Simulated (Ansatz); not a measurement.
# Ca on Cu(111): change of the work function, part 2 of 3

How does one ordered layer of Ca (fcc site) change the work function of Cu(111), and what dipole does each adsorbate carry?

Ansatz 0.2.0; plane-wave DFT, PBE, Ansatz PAW.

So far, work function, upper face (eV): step 2 (the clean slab) 4.79.

## 3. Adsorbate added

System of this step: Ca/Cu(111). The cell holds 17 atoms: 16 Cu and 1 Ca. Its edges and angles: a = 5.105 Å, b = 5.105 Å, c = 27.062 Å, α = 90.0°, β = 90.0°, γ = 60.0°. Vacuum lies along c.

The clean slab as it ended is repeated in the plane and the adsorbate is set on one face; the cell's size fixes the coverage, and the k-mesh shrinks with it to keep the sampling density about even. Adsorbate and upper layers relax, since the dipole depends on the height.

input.yaml

```yaml
crystal:
  lattice:
    - [5.1053109602, 1.0e-10, 0.0]
    - [2.5526554801, 4.4213289858, 0.0]
    - [0.0, 0.0, 27.061992489]
  atoms:
    - { symbol: Cu, position: [0.0, 0.0, 0.3325697472] }
    - { symbol: Cu, position: [0.1666666667, 0.1666666667, 0.409586784] }
    - { symbol: Cu, position: [0.3333333333, 0.3333333333, 0.4866038208] }
    - { symbol: Cu, position: [0.0, 0.0, 0.5636208577] }
    - { symbol: Cu, position: [0.0, 0.5, 0.3325697472] }
    - { symbol: Cu, position: [0.1666666667, 0.6666666667, 0.409586784] }
    - { symbol: Cu, position: [0.3333333333, 0.8333333333, 0.4866038208] }
    - { symbol: Cu, position: [0.0, 0.5, 0.5636208577] }
    - { symbol: Cu, position: [0.5, 0.0, 0.3325697472] }
    - { symbol: Cu, position: [0.6666666667, 0.1666666667, 0.409586784] }
    - { symbol: Cu, position: [0.8333333333, 0.3333333333, 0.4866038208] }
    - { symbol: Cu, position: [0.5, 0.0, 0.5636208577] }
    - { symbol: Cu, position: [0.5, 0.5, 0.3325697472] }
    - { symbol: Cu, position: [0.6666666667, 0.6666666667, 0.409586784] }
    - { symbol: Cu, position: [0.8333333333, 0.8333333333, 0.4866038208] }
    - { symbol: Cu, position: [0.5, 0.5, 0.5636208577] }
    - { symbol: Ca, position: [0.1666666667, 0.1666666667, 0.6674302528] }
kpoints:
  mp_grid: { grid: [6, 6, 1] }
hamiltonian:
  xc: pbe
scf:
  occupations: { method: fermi_dirac, width: 0.1 }
  convergence: { dr2_threshold: 1.0e-08 }
efield:
  axis: 3
  dipole_correction: true
  ramp_position: 0.97
  ramp_width: 0.06
relax:
  f_tol: 0.02
  max_steps: 60
  constraints: [{ sites: [0, 1, 4, 5, 8, 9, 12, 13] }]
output:
  dos: { projected: true, e_range: [-8, 4] }
  write_potential: true
  write_density: true
  volumetric_format: npy
  elf: true
```

Command:

```sh
ansatz run input.yaml --threads 4 --pin off --max-ram 6144MiB --backend cpu --events-out ev --progress --plain --runs-dir out
```

Log:

```text
[...]
Crystal: 17 atoms, lattice volume = 610.850 Å³
Basis set: ecut = 420 eV, 12001 PW (Γ), exchange–correlation on 72×72×384 points (8 copies of the dense FFT grid, shifted against one another)
Bands: 189, of which v1, the nominal top of the filled ones, is band 157 counted from 1 (156 counted from 0)
Symmetry: 6 space group operations
[...]
k-points: 7 of 36 (time reversal used)
[...]
SCF iter   1: F=—  HF=-107816.427662 eV  |F-HF|=—  |Δ(HF+E_count)|=         —  Δρ=4.28e-3  dr2=4.27e0  ethr=1.77e-3  p=0.312 e·Å  D=9.26e-2 V/Å  ΔV_dip=-2.50 eV  dr2_dipole=2.77e0  V_vac-E_F(+/−)=2.33/4.84 eV  ⟨swp⟩=8.4  Hψ=5863  notcnv=0  defer=60
[...]
SCF iter  16: F=-107816.324751 eV  HF=-107816.324751 eV  |F-HF|=3.11e-9  |Δ(HF+E_count)|=   2.15e-9  Δρ=5.25e-7  dr2=1.26e-9  ethr=3.18e-12  p=0.219 e·Å  D=6.49e-2 V/Å  ΔV_dip=-1.76 eV  dr2_dipole=5.61e-11  V_vac-E_F(+/−)=3.02/4.78 eV  ⟨swp⟩=15.7  Hψ=10203  notcnv=0
SCF 1 converged in 16 iterations: F = -107816.324751 eV  dr2 = 1.26e-9
[...]
relax step   1: F+E_penalty+E_count = -107816.32475101 eV  Δ(F+E_penalty+E_count) = +0.000e0 eV  max|allowed force component| = 9.153e-1 eV/Å  Δτ_max = 0.0000 Å  (16 SCF iters, accepted)
[...]
iter 1 solved again at ethr=4.01e-5 eV; its pass at ethr=3.10e-3 eV (dr2=1.26e-1 eV) is discarded
[...]
SCF iter  13: F=-107816.463339 eV  HF=-107816.463339 eV  |F-HF|=1.55e-8  |Δ(HF+E_count)|=   3.99e-8  Δρ=1.10e-6  dr2=9.56e-9  ethr=3.18e-12  p=0.232 e·Å  D=6.88e-2 V/Å  ΔV_dip=-1.86 eV  dr2_dipole=2.60e-11  V_vac-E_F(+/−)=2.92/4.78 eV  ⟨swp⟩=11.9  Hψ=9717  notcnv=0
SCF 2 converged in 13 iterations: F = -107816.463339 eV  dr2 = 9.56e-9
relax step   2: F+E_penalty+E_count = -107816.46333885 eV  Δ(F+E_penalty+E_count) = -1.386e-1 eV  max|allowed force component| = 7.225e-1 eV/Å  Δτ_max = 0.1611 Å  (13 SCF iters, accepted)
SCF iter   1: F=—  HF=-107816.562474 eV  |F-HF|=—  |Δ(HF+E_count)|=         —  Δρ=4.80e-3  dr2=1.20e-1  ethr=3.86e-4  p=0.232 e·Å  D=6.88e-2 V/Å  ΔV_dip=-1.86 eV  dr2_dipole=1.74e-2  V_vac-E_F(+/−)=2.92/4.78 eV  ⟨swp⟩=7.7  Hψ=4410  notcnv=0  defer=85
[...]
SCF iter  14: F=-107816.526411 eV  HF=-107816.526411 eV  |F-HF|=1.32e-8  |Δ(HF+E_count)|=   1.57e-8  Δρ=6.87e-7  dr2=4.08e-9  ethr=3.18e-12  p=0.248 e·Å  D=7.34e-2 V/Å  ΔV_dip=-1.99 eV  dr2_dipole=3.71e-10  V_vac-E_F(+/−)=2.80/4.79 eV  ⟨swp⟩=12.9  Hψ=8856  notcnv=0
SCF 3 converged in 14 iterations: F = -107816.526411 eV  dr2 = 4.08e-9
[...]
relax step   3: F+E_penalty+E_count = -107816.52641107 eV  Δ(F+E_penalty+E_count) = -6.307e-2 eV  max|allowed force component| = 5.509e-1 eV/Å  Δτ_max = 0.1416 Å  (14 SCF iters, accepted)
[...]
relax step   4: F+E_penalty+E_count = -107816.58898910 eV  Δ(F+E_penalty+E_count) = -6.258e-2 eV  max|allowed force component| = 3.239e-1 eV/Å  Δτ_max = 0.1949 Å  (13 SCF iters, accepted)
[...]
relax step   5: F+E_penalty+E_count = -107816.60463305 eV  Δ(F+E_penalty+E_count) = -1.564e-2 eV  max|allowed force component| = 9.471e-2 eV/Å  Δτ_max = 0.0572 Å  (13 SCF iters, accepted)
SCF iter   1: F=—  HF=-107816.606784 eV  |F-HF|=—  |Δ(HF+E_count)|=         —  Δρ=5.44e-4  dr2=2.96e-3  ethr=1.14e-5  p=0.268 e·Å  D=7.92e-2 V/Å  ΔV_dip=-2.14 eV  dr2_dipole=1.91e-4  V_vac-E_F(+/−)=2.65/4.80 eV  ⟨swp⟩=3.3  Hψ=2609  notcnv=0  defer=97
[...]
SCF iter  10: F=-107816.606175 eV  HF=-107816.606175 eV  |F-HF|=5.22e-8  |Δ(HF+E_count)|=   3.66e-8  Δρ=1.10e-6  dr2=9.65e-9  ethr=3.18e-12  p=0.271 e·Å  D=8.03e-2 V/Å  ΔV_dip=-2.17 eV  dr2_dipole=1.17e-9  V_vac-E_F(+/−)=2.63/4.80 eV  ⟨swp⟩=13.7  Hψ=9434  notcnv=0
SCF 6 converged in 10 iterations: F = -107816.606175 eV  dr2 = 9.65e-9
relax step   6: F+E_penalty+E_count = -107816.60617505 eV  Δ(F+E_penalty+E_count) = -1.542e-3 eV  max|allowed force component| = 4.240e-3 eV/Å  Δτ_max = 0.0215 Å  (10 SCF iters, accepted)
NSCF: frozen V_eff on 7 k-points
[...]
WARN: The output density's exchange-correlation potential varies sharply where the density is thin. Do not read a vacuum level from v_tot or v_xc, or from such a field of the output density. On a cell that repeats whose density bears no net charge and no dipole along the vacuum's axis use v_es (v_loc + v_h of the components); under efield.dipole_correction with no amplitude use v_es + v_field, which holds any externa [...]
SCF converged after 10 iterations
Free energy (F): -107816.606175 eV
[...]
Internal energy: -107816.346339 eV  (E = F + TS)
E sigma→0 (E₀):  -107816.476257 eV
Entropy (-TS):   -0.259836 eV (-15.284 meV/atom)
Fermi energy:    3.320386 eV
Dipole field:    D = 0.080310 V/Å  (p = 0.271110 e·Å, saw-weighted, corrected)
Work function:   Φ+ = 2.6263 eV   Φ− = 4.7997 eV
[...]
--- Forces (eV/Å), atoms counted from 1 ---
  atom   1  Cu     0.00744250     0.00429693    -0.01195806
  atom   2  Cu     0.00000000    -0.00000000     0.08341746
  atom   3  Cu     0.00085702     0.00049480    -0.00168777
  atom   4  Cu    -0.00230584    -0.00133128     0.00031766
  atom   5  Cu     0.00000000    -0.00859385    -0.01195806
  atom   6  Cu     0.04595640    -0.02653294    -0.00819314
  atom   7  Cu     0.00000000    -0.00098960    -0.00168777
  atom   8  Cu    -0.00000000     0.00266255     0.00031766
  atom   9  Cu    -0.00744250     0.00429693    -0.01195806
  atom  10  Cu    -0.00000000     0.05306588    -0.00819314
  atom  11  Cu    -0.00085702     0.00049480    -0.00168777
  atom  12  Cu     0.00230584    -0.00133128     0.00031766
  atom  13  Cu     0.00000000    -0.00000000    -0.02497235
  atom  14  Cu    -0.04595640    -0.02653294    -0.00819314
  atom  15  Cu    -0.00000000     0.00000000    -0.00096993
  atom  16  Cu    -0.00000000     0.00000000     0.00291408
  atom  17  Ca     0.00000000    -0.00000000     0.00423972
  max |Σ_I F_I| component: 6.50e-5 eV/Å
--- Band table (eV; the first three rows and the last of 7) ---
  k-point 0: bands = [... 153 lower, 2.9238, 2.9443, 2.9443, 3.3805, 3.8070, 3.8925, 3.8925, 4.3980, ... 28 higher]
  k-point 1: bands = [... 153 lower, 2.5716, 2.9490, 3.0408, 3.0514, 3.5950, 3.6676, 3.6898, 3.7506, ... 28 higher]
  k-point 2: bands = [... 153 lower, 2.5482, 2.6383, 3.1172, 3.1264, 3.5660, 3.5999, 3.6281, 4.4454, ... 28 higher]
  k-point 6: bands = [... 153 lower, 1.6707, 2.3553, 2.4019, 2.4266, 3.9568, 3.9948, 4.0512, 4.5795, ... 28 higher]
--- Relaxed structure (6 steps of the walk, 6 accepted, 0 SCFs on fresh bases) ---
  F+E_penalty+E_count = -107816.60617505 eV   max|allowed force component| = 4.240e-3 eV/Å
  atoms:
    - { symbol: Cu, position: [-1.795949e-17, -1.795949e-17, 0.3325697472] }
    - { symbol: Cu, position: [0.166667, 0.166667, 0.409587] }
    - { symbol: Cu, position: [0.334657, 0.334657, 0.486954] }
    - { symbol: Cu, position: [-0.00218993, -0.00218993, 0.562575] }
    - { symbol: Cu, position: [-2.775558e-17, 0.5, 0.3325697472] }
    - { symbol: Cu, position: [0.166667, 0.666667, 0.409587] }
    - { symbol: Cu, position: [0.334657, 0.830687, 0.486954] }
    - { symbol: Cu, position: [-0.00218993, 0.504380, 0.562575] }
    - { symbol: Cu, position: [0.5, -1.795949e-17, 0.3325697472] }
    - { symbol: Cu, position: [0.666667, 0.166667, 0.409587] }
    - { symbol: Cu, position: [0.830687, 0.334657, 0.486954] }
    - { symbol: Cu, position: [0.504380, -0.00218993, 0.562575] }
    - { symbol: Cu, position: [0.5, 0.500000, 0.3325697472] }
    - { symbol: Cu, position: [0.666667, 0.666667, 0.409587] }
    - { symbol: Cu, position: [0.833333, 0.833333, 0.485172] }
    - { symbol: Cu, position: [0.5, 0.500000, 0.571068] }
    - { symbol: Ca, position: [0.166667, 0.166667, 0.650365] }
```

It took 6 min on 4 threads of Arm Neoverse N1, shared host; peak memory 2.8 GiB; 24 min of CPU time.

The steps of the relaxation:

```
step  energy less that of the first step (eV)  largest force component (eV/Å)
   1                                   0.0000                          0.9153
   2                                  -0.1386                          0.7225
   3                                  -0.2017                          0.5509
   4                                  -0.2642                          0.3239
   5                                  -0.2799                          0.0947
   6                                  -0.2814                          0.0042
```

Forces are held to the 6 operations that the program found; a distortion that breaks them can't arise in this run.

The atoms that moved most (Å):

```
atom      dx      dy      dz  length
Ca17   0.000   0.000  -0.462   0.462
Cu16   0.000   0.000   0.202   0.202
Cu15   0.000   0.000  -0.039   0.039
 Cu4  -0.017  -0.010  -0.028   0.034
Cu12   0.017  -0.010  -0.028   0.034
 Cu8   0.000   0.019  -0.028   0.034
Cu11  -0.010   0.006   0.009   0.015
 Cu7   0.000  -0.012   0.009   0.015
```

The relaxed structure:

```cif
data_structure
_symmetry_space_group_name_H-M 'P 1'
_symmetry_Int_Tables_number 1
_cell_length_a 5.1053
_cell_length_b 5.1053
_cell_length_c 27.0620
_cell_angle_alpha 90.000
_cell_angle_beta 90.000
_cell_angle_gamma 60.000
_cell_volume 610.85
loop_
_atom_site_label
_atom_site_type_symbol
_atom_site_fract_x
_atom_site_fract_y
_atom_site_fract_z
_atom_site_occupancy
Cu1 Cu 0.00000 0.00000 0.33257 1
Cu2 Cu 0.16667 0.16667 0.40959 1
Cu3 Cu 0.33466 0.33466 0.48695 1
Cu4 Cu 0.99781 0.99781 0.56258 1
Cu5 Cu 0.00000 0.50000 0.33257 1
Cu6 Cu 0.16667 0.66667 0.40959 1
Cu7 Cu 0.33466 0.83069 0.48695 1
Cu8 Cu 0.99781 0.50438 0.56258 1
Cu9 Cu 0.50000 0.00000 0.33257 1
Cu10 Cu 0.66667 0.16667 0.40959 1
Cu11 Cu 0.83069 0.33466 0.48695 1
Cu12 Cu 0.50438 0.99781 0.56258 1
Cu13 Cu 0.50000 0.50000 0.33257 1
Cu14 Cu 0.66667 0.66667 0.40959 1
Cu15 Cu 0.83333 0.83333 0.48517 1
Cu16 Cu 0.50000 0.50000 0.57107 1
Ca17 Ca 0.16667 0.16667 0.65037 1
```

This step gave:

```
energy at zero smearing        : -107816.4763 eV
work function, upper face      : 2.626 eV
work function, lower face      : 4.800 eV
dipole along the normal        : 0.2711 e·Å
step between the vacuum levels : -2.173 eV
```

Running mean over 2.084 Å of the planar mean; the ramp of the sawtooth is left out. Electron's electrostatic potential energy less the Fermi level against z:

```
z (Å)  electron's electrostatic potential energy less the Fermi level (eV)
  3.5                                                                 4.80
  4.0                                                                 4.80
  4.5                                                                 4.80
  5.0                                                                 4.79
  5.5                                                                 4.78
  6.0                                                                 4.75
  6.5                                                                 4.61
  7.0                                                                 4.11
  7.5                                                                 2.01
  8.0                                                                -2.75
  8.5                                                                -7.12
  9.0                                                                -8.57
  9.5                                                                -8.77
 10.0                                                                -8.81
 10.5                                                                -8.84
 11.0                                                                -8.86
 11.5                                                                -8.85
 12.0                                                                -8.84
 12.5                                                                -8.83
 13.0                                                                -8.81
 13.5                                                                -8.78
 14.0                                                                -8.58
 14.5                                                                -8.52
 15.0                                                                -8.65
 15.5                                                                -8.48
 16.0                                                                -6.54
 16.5                                                                -3.41
 17.0                                                                -1.79
 17.5                                                                -1.94
 18.0                                                                -1.95
 18.5                                                               -0.956
 19.0                                                                0.597
 19.5                                                                 1.64
 20.0                                                                 2.15
 20.5                                                                 2.40
 21.0                                                                 2.52
 21.5                                                                 2.58
 22.0                                                                 2.61
 22.5                                                                 2.62
 23.0                                                                 2.62
 23.5                                                                 2.63
```

(Continued in part 3 of 3.)

[Long decimals in the printed logs are rounded to 6 places.]

[Logs are printed without paths, hosts, clocks, repeated set-up lines and the standing remarks that a program may print on its own settings, such as how far it seeks lower states.]

[Hosts, paths, dates, database ids (printed as entryN), source tags and the programs' standing remarks are cut or masked in the printed files.]

[Maps of the electrostatic potential energy from Ansatz leave out the sawtooth potential of an applied field or a dipole correction, so their vacuum need not be flat; planar profiles and work functions include it.]
